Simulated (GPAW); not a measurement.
# Dielectric function and optical constants of AgCl (Chlorargyrite)

Wanted: where AgCl (Chlorargyrite) starts to absorb, how strongly, and its refractive index. The cell comes from an older database entry, whose edges can differ from later determinations, mostly by under a per cent.

Main program and level: GPAW 26.7.0; DFT, PBE, plane-wave PAW (GPAW data sets), scalar-relativistic, RPA, optical limit.

The database entry behind the starting cell differs from later determinations by our own check (an axis about 1.4 % short against later determinations), so it need not match the best structure at ambient conditions.

## Step 1: Set-up

The structure is cubic, space group Fm-3m (No. 225). Conventional cell: a = 5.470 Å, b = 5.470 Å, c = 5.470 Å, α = 90.00°, β = 90.00°, γ = 90.00°. Nearest to Ag lie 6 Cl at 2.73 Å. Nearest to Cl lie 6 Ag at 2.73 Å. Farther neighbours and most contacts between anions are not listed.

Structure file:

```cif
data_structure
_symmetry_space_group_name_H-M 'Fm-3m'
_symmetry_Int_Tables_number 225
_cell_length_a 5.4700
_cell_length_b 5.4700
_cell_length_c 5.4700
_cell_angle_alpha 90.000
_cell_angle_beta 90.000
_cell_angle_gamma 90.000
_cell_volume 163.67
loop_
_atom_site_label
_atom_site_type_symbol
_atom_site_symmetry_multiplicity
_atom_site_Wyckoff_symbol
_atom_site_fract_x
_atom_site_fract_y
_atom_site_fract_z
_atom_site_occupancy
Ag1 Ag 4 a 0.00000 0.00000 0.00000 1
Cl1 Cl 4 b 0.50000 0.00000 0.00000 1
```

## Step 2: Ground state

First the ground state: is it a metal or has it a gap?

This step: DFT, PBE, plane-wave PAW (GPAW data sets), scalar-relativistic, ground state (GPAW 26.7.0).

gs.py

```python
from ase import Atoms
from ase.dft.bandgap import bandgap
from gpaw import GPAW, PW, FermiDirac

atoms = Atoms(['Ag', 'Cl'],
              cell=[[0.000000000000, 2.735000000000, 2.735000000000],
                    [2.735000000000, 0.000000000000, 2.735000000000],
                    [2.735000000000, 2.735000000000, 0.000000000000]],
              scaled_positions=[[0.000000000000, 0.000000000000, 0.000000000000],
                                [0.500000000000, 0.500000000000, 0.500000000000]],
              pbc=[True, True, True])
atoms.calc = GPAW(mode=PW(500), xc='PBE', kpts={'size': (7, 7, 7), 'gamma': True},
                  occupations=FermiDirac(0.05), maxiter=150, txt='gs.txt')
print('energy (eV)', atoms.get_potential_energy())
print('Fermi level (eV)', atoms.calc.get_fermi_level())
print('valence electrons', atoms.calc.get_number_of_electrons())
print('gap (eV)', bandgap(atoms.calc, output=None)[0])
print('direct gap (eV)', bandgap(atoms.calc, direct=True, output=None)[0])
atoms.calc.write('gs.gpw')
```

The run is started by

```
$ OMP_NUM_THREADS=1 python gs.py
```

Numbers of over 12 decimals in the logs are rounded to 6 here.

What it wrote:

```text
__  _  _
 | _ |_)|_||  |
 |__||  | ||/\| - 26.7.0

Versions:
  Python: 3.12.14
  ASE:    3.29.0
  Numpy:  2.5.5
  Scipy:  1.18.1
  Libxc:  7.0.0

Input parameters:
  mode=PW(ecut=500.0),
  kpts=MonkhorstPack(size=(7, 7, 7), gamma=True),
  maxiter=150,
  occupations=Occupations(name='fermi-dirac', width=0.05, fixmagmom=False),
  xc=XC(name='PBE')

Diagonalizing LCAO Hamiltonian
Converting LCAO to pw mode

                Cl

       Ag

Atoms  # Å, Bohr magnetons
|   | symbol |        x |        y |        z |    initial magnetic moments |
| 0 |     Ag | 0.000000 | 0.000000 | 0.000000 | ( 0.0000,  0.0000,  0.0000) |
| 1 |     Cl | 2.735000 | 2.735000 | 2.735000 | ( 0.0000,  0.0000,  0.0000) |

Unit cell  # Å
| periodic |        x |        y |        z |  lengths |    angles |
|      yes | 0.000000 | 2.735000 | 2.735000 | 3.867874 | 60.000000 |
|      yes | 2.735000 | 0.000000 | 2.735000 | 3.867874 | 60.000000 |
|      yes | 2.735000 | 2.735000 | 0.000000 | 3.867874 | 60.000000 |

Number of symmetries: 48
Symmetry operations  # r_c * U_cc + t_c -> r_c
|    | kind |            matrix            |
|  0 |  σ   |  1, 0, 0,  1, 0,-1,  1,-1, 0 |
|  1 |  C2  |  1, 0, 0,  1,-1, 0,  1, 0,-1 |
|  2 |  E   |  1, 0, 0,  0, 1, 0,  0, 0, 1 |
|  3 |  σ   |  1, 0, 0,  0, 0, 1,  0, 1, 0 |
|  4 |  C4  |  1, 0,-1,  1, 0, 0,  1,-1, 0 |
|  5 |  S6  |  1, 0,-1,  1,-1, 0,  1, 0, 0 |
|  6 |  σ   |  1, 0,-1,  0, 1,-1,  0, 0,-1 |
|  7 |  C3  |  1, 0,-1,  0, 0,-1,  0, 1,-1 |
|  8 |  S6  |  1,-1, 0,  1, 0, 0,  1, 0,-1 |
|  9 |  C4  |  1,-1, 0,  1, 0,-1,  1, 0, 0 |
| 10 |  C3  |  1,-1, 0,  0,-1, 1,  0,-1, 0 |
| 11 |  σ   |  1,-1, 0,  0,-1, 0,  0,-1, 1 |
| 12 |  σ   |  0, 1, 0,  1, 0, 0,  0, 0, 1 |
| 13 |  C4  |  0, 1, 0,  0, 1,-1, -1, 1, 0 |
| 14 |  C3  |  0, 1, 0,  0, 0, 1,  1, 0, 0 |
| 15 |  S6  |  0, 1, 0, -1, 1, 0,  0, 1,-1 |
| 16 |  C2  |  0, 1,-1,  1, 0,-1,  0, 0,-1 |
| 17 |  σ   |  0, 1,-1,  0, 1, 0, -1, 1, 0 |
| 18 |  S4  |  0, 1,-1,  0, 0,-1,  1, 0,-1 |
| 19 |  C4  |  0, 1,-1, -1, 1, 0,  0, 1, 0 |
| 20 |  C3  |  0, 0, 1,  1, 0, 0,  0, 1, 0 |
| 21 |  σ   |  0, 0, 1,  0, 1, 0,  1, 0, 0 |
| 22 |  S6  |  0, 0, 1,  0,-1, 1, -1, 0, 1 |
| 23 |  C4  |  0, 0, 1, -1, 0, 1,  0,-1, 1 |
| 24 |  S4  |  0, 0,-1,  1, 0,-1,  0, 1,-1 |
| 25 |  C3  |  0, 0,-1,  0, 1,-1,  1, 0,-1 |
| 26 |  C2  |  0, 0,-1,  0,-1, 0, -1, 0, 0 |
| 27 |  S6  |  0, 0,-1, -1, 0, 0,  0,-1, 0 |
| 28 |  S4  |  0,-1, 1,  1,-1, 0,  0,-1, 0 |
| 29 |  C4  |  0,-1, 1,  0, 0, 1, -1, 0, 1 |
| 30 |  C2  |  0,-1, 1,  0,-1, 0,  1,-1, 0 |
| 31 |  σ   |  0,-1, 1, -1, 0, 1,  0, 0, 1 |
| 32 |  C3  |  0,-1, 0,  1,-1, 0,  0,-1, 1 |
| 33 |  S6  |  0,-1, 0,  0, 0,-1, -1, 0, 0 |
| 34 |  S4  |  0,-1, 0,  0,-1, 1,  1,-1, 0 |
| 35 |  C2  |  0,-1, 0, -1, 0, 0,  0, 0,-1 |
| 36 |  C2  | -1, 1, 0,  0, 1, 0,  0, 1,-1 |
| 37 |  S6  | -1, 1, 0,  0, 1,-1,  0, 1, 0 |
| 38 |  S4  | -1, 1, 0, -1, 0, 1, -1, 0, 0 |
| 39 |  C3  | -1, 1, 0, -1, 0, 0, -1, 0, 1 |
| 40 |  S6  | -1, 0, 1,  0, 0, 1,  0,-1, 1 |
| 41 |  C2  | -1, 0, 1,  0,-1, 1,  0, 0, 1 |
| 42 |  C3  | -1, 0, 1, -1, 1, 0, -1, 0, 0 |
| 43 |  S4  | -1, 0, 1, -1, 0, 0, -1, 1, 0 |
| 44 |  C2  | -1, 0, 0,  0, 0,-1,  0,-1, 0 |
| 45 |  i   | -1, 0, 0,  0,-1, 0,  0, 0,-1 |
| 46 |  σ   | -1, 0, 0, -1, 1, 0, -1, 0, 1 |
| 47 |  C2  | -1, 0, 0, -1, 0, 1, -1, 1, 0 |

BZ-sampling:
  Number of BZ points: 343
  Number of IBZ points: 20

  Monkhorst-Pack size: [7, 7, 7]
  Monkhorst-Pack shift: [0, 0, 0]

K-points  # in reciprocal-cell coordinates
|     |                                coordinates |     weight |
|   0 | (  0.00000000,   0.00000000,   0.00000000) | 0.00291545 |
|   1 | (  0.14285714,   0.14285714,   0.00000000) | 0.01749271 |
|   2 | (  0.14285714,   0.14285714,   0.14285714) | 0.02332362 |
|   3 | (  0.28571429,   0.14285714,   0.14285714) | 0.03498542 |
|   4 | (  0.28571429,   0.28571429,   0.00000000) | 0.01749271 |
|   5 | (  0.28571429,   0.28571429,   0.14285714) | 0.06997085 |
|   6 | (  0.28571429,   0.28571429,   0.28571429) | 0.02332362 |
|   7 | (  0.42857143,  -0.28571429,  -0.28571429) | 0.03498542 |
|   8 | (  0.42857143,   0.28571429,  -0.42857143) | 0.13994169 |
|   9 | (  0.42857143,   0.28571429,  -0.28571429) | 0.06997085 |
| ... |                                            |            |
|  19 | (  0.42857143,   0.42857143,   0.42857143) | 0.02332362 |

Plane wave coefficients: 1051
Cutoff: 500.0 eV

Spin-components: 1 (collinear spins)
Bands:           16
Projectors:      11
Spin-degeneracy: 2
Datatype:        complex128

Parallelization:
  kpt:    1
  domain: 1
  band:   1

Density:
  Valence electrons: 24.0
  Components: 1
  Grid points: [20 20 20]
  Charge: 0.0  # |e|

Potential:
  Grid points: [20 20 20]

species:
  Ag:
    name:    Silver
    id:
    Z:       47.0
    valence: 17
    core:    30
    charge:  0.0  # [|e|]
    compensation charges:
      type: gauss
      rc: 0.40  # [Å]
      lmax: 2
    cutoffs:
      filter: 2.35  # [Å]
      core: 2.19  # [Å]
    projectors
    | kind |    occ | energy [eV] | rcut [Å] |
    |   5s |  1.000 |      -4.401 |    1.286 |
    |   4p |  6.000 |     -58.577 |    1.328 |
    |   5p |  0.000 |      -0.738 |    1.328 |
    |   4d | 10.000 |      -7.446 |    1.180 |
    |    s |        |      22.811 |    1.286 |
    |    d |        |      19.766 |    1.180 |

    Using partial waves for Ag as LCAO basis

  Cl:
    name:    Chlorine
    id:
    Z:       17.0
    valence: 7
    core:    10
    charge:  0.0  # [|e|]
    compensation charges:
      type: gauss
      rc: 0.25  # [Å]
      lmax: 2
    cutoffs:
      filter: 1.40  # [Å]
      core: 1.49  # [Å]
    projectors
    | kind |    occ | energy [eV] | rcut [Å] |
    |   3s |  2.000 |     -20.689 |    0.794 |
    |   3p |  5.000 |      -8.594 |    0.794 |
    |    s |        |       6.523 |    0.794 |
    |    p |        |      18.617 |    0.794 |
    |    d |        |       0.000 |    0.794 |

    Using partial waves for Cl as LCAO basis

Reference energy: -157152.775749  # eV

eigensolver:
  PPCG
  Converge bands: occupied
  niter=2

density mixing:
  MSR1-Mixer
  Pratt-step length: 0.05
  Maximum mixing coefficient: 0.75
  Old densities: 10
  SVD Regularization: 0.005
  Good broyden scale: 1.0
  Trust region scale: 1.0
  Backstep threshold: 4.0
  History deletion threshold: 6.0
  Fourier metric: weight=20.0, sigma=0.015

occupation numbers:
  Fermi-Dirac:
    width: 0.0500  # eV

poisson solver:
  ecut: 4000.0  # eV

xc functional:
  name: PBE with 2 nearest neighbor stencil

convergence criteria:
- Maximum [total energy] change in last 3 cyles: 0.0005 eV / valence electron
- Maximum integral of absolute [dens]ity change: 0.0001 electrons / valence electron
- Maximum integral of absolute [eigenst]ate change: 4e-08 eV^2 / valence electron
maximum number of iterations: 150

SCF iterations
|iter     |      energy | eigst |  dens |
|iter:   1||   -5.602673 | -0.50 |       |
|iter:   2||   -5.575343 | -2.10 | -1.54 |
|iter:   3||   -5.455558 | -1.85 | -1.58 |
|iter:   4||   -5.454880 | -3.60 | -2.07 |
|iter:   5||   -5.454779c| -4.05 | -2.51 |
|iter:   6||   -5.454801c| -5.46 | -3.15 |
|iter:   7||   -5.454807c| -6.75 | -3.75 |
|iter:   8||   -5.454807c| -7.93c| -4.49c|

Converged in 8 steps
SCF loop duration: 3.355 s (0.419 s/step)
Energy contributions relative to reference atoms: (reference = -157152.775749)

Energy contributions:
  Kinetic:          13.442276
  Coulomb:         -12.477602
  Zero:              0.027465
  External:          0.000000
  Xc:               -6.446944
  Entropy:          -0.000002
  Spinorbit:         0.000000
  ----------------------------
  Free energy:      -5.454808
  Extrapolated:     -5.454807

dipole moment: (-16.666937, -16.666937, -16.666937)  # |e|*Ang

Fermi level: 5.074
Eigenvalues  # (at kpt = [0.000, 0.000, 0.000])
| band index |      eig [eV] | occ [0-2] |
|          0 |       -48.810 |     2.000 |
|        ... |               |           |
|          4 |         1.962 |     2.000 |
|          5 |         1.962 |     2.000 |
|          6 |         1.962 |     2.000 |
|          7 |         2.007 |     2.000 |
|          8 |         2.007 |     2.000 |
|          9 |         2.064 |     2.000 |
|         10 |         2.064 |     2.000 |
|         11 |         2.064 |     2.000 |
|         12 |         5.466 |     0.001 |
|         13 |        15.253 |     0.000 |
|         14 |        15.253 |     0.000 |
|         15 |        15.253 |     0.000 |

Gap: 0.965 eV
Transition (v -> c):
  (s=0, k=19, n=11, [0.43, 0.43, 0.43]) -> (s=0, k=0, n=12, [0.00, 0.00, 0.00])
Direct/indirect transitions are different
Direct gap: 3.373 eV
Transition at: (s=0, k=2, n=11, [0.14, 0.14, 0.14])

--- standard output ---
energy (eV) -5.454807
Fermi level (eV) 5.073821
valence electrons 24.0
gap (eV) 0.965006
direct gap (eV) 3.373004
```

Run time: 5.1 s. Hardware: 1 thread of Arm Neoverse V2, shared host; peak memory 0.12 GiB.

This step gave:

```
energy                 : -5.455 eV
Fermi energy           : 5.074 eV
gap on the k-mesh      : 0.9650 eV
direct gap on the mesh : 3.373 eV
electrons              : 24
```

There is a gap, 0.97 eV on this mesh (points off the mesh can give less), so no carriers' term is needed.

## Step 3: Bands for the response

The response needs many more empty bands than the density does.

This step: DFT, PBE, plane-wave PAW (GPAW data sets), scalar-relativistic, bands at fixed density (GPAW 26.7.0).

nscf.py

```python
from ase.dft.bandgap import bandgap
from gpaw import GPAW, FermiDirac

calc = GPAW('gs.gpw').fixed_density(kpts={'size': (12, 12, 12), 'gamma': True}, nbands=40, convergence={'bands': 34},
                                    occupations=FermiDirac(0.001), txt='nscf.txt')
print('gap (eV)', bandgap(calc, output=None)[0])
print('direct gap (eV)', bandgap(calc, direct=True, output=None)[0])
print('top band over the Fermi level (eV)', min(calc.get_eigenvalues(kpt=k)[33] for k in range(len(calc.get_ibz_k_points()))) - calc.get_fermi_level())
calc.write('full.gpw', mode='all')
```

The run is started by

```
$ OMP_NUM_THREADS=1 python nscf.py
```

What it wrote:

```text
Diagonalizing LCAO Hamiltonian
Converting LCAO to pw mode
convergence criteria:
- Maximum integral of absolute [eigenst]ate change: 4e-08 eV^2 / valence electron
maximum number of iterations: 150

SCF iterations
|iter     |      energy | eigst |  dens |
|iter:   1||             | +3.33 |       |
|iter:   2||             | +1.74 |       |
|iter:   3||             | +0.59 |       |
|iter:   4||             | -0.52 |       |
|iter:   5||             | -1.51 |       |
|iter:   6||             | -2.39 |       |
|iter:   7||             | -3.29 |       |
|iter:   8||             | -4.14 |       |
|iter:   9||             | -5.10 |       |
|iter:  10||             | -5.99 |       |
|iter:  11||             | -6.83 |       |
|iter:  12||             | -7.45c|       |
SCF steps: 12
  __  _  _
 | _ |_)|_||  |
 |__||  | ||/\| - 26.7.0

Versions:
  Python: 3.12.14
  ASE:    3.29.0
  Numpy:  2.5.5
  Scipy:  1.18.1
  Libxc:  7.0.0

Input parameters:
  mode=PW(ecut=500.0),
  convergence={'bands': 34},
  gpts=array([20, 20, 20]),
  kpts=MonkhorstPack(size=(12, 12, 12), gamma=True),
  maxiter=150,
  nbands=40,
  occupations=Occupations(name='fermi-dirac', width=0.001, fixmagmom=False),
  parallel={},
  xc=XC(name='PBE')

--- standard output ---
gap (eV) 0.882404
direct gap (eV) 3.189322
top band over the Fermi level (eV) 30.735629
```

Elapsed: 42 s, on 1 thread; peak memory 0.2 GiB.

Read-outs, printed or worked out from the files:

```
gap on the k-mesh      : 0.8824 eV
direct gap on the mesh : 3.189 eV
```

[end of part 1 of 2]

[Machine, clock and banner lines and Python warnings are left out of the logs.]

[Logs are printed without paths, hosts, clocks, repeated set-up lines and the standing remarks that a program may print on its own settings, such as how far it seeks lower states.]

[Hosts, paths, dates, database ids (printed as entryN), source tags and the programs' standing remarks are cut or masked in the printed files.]
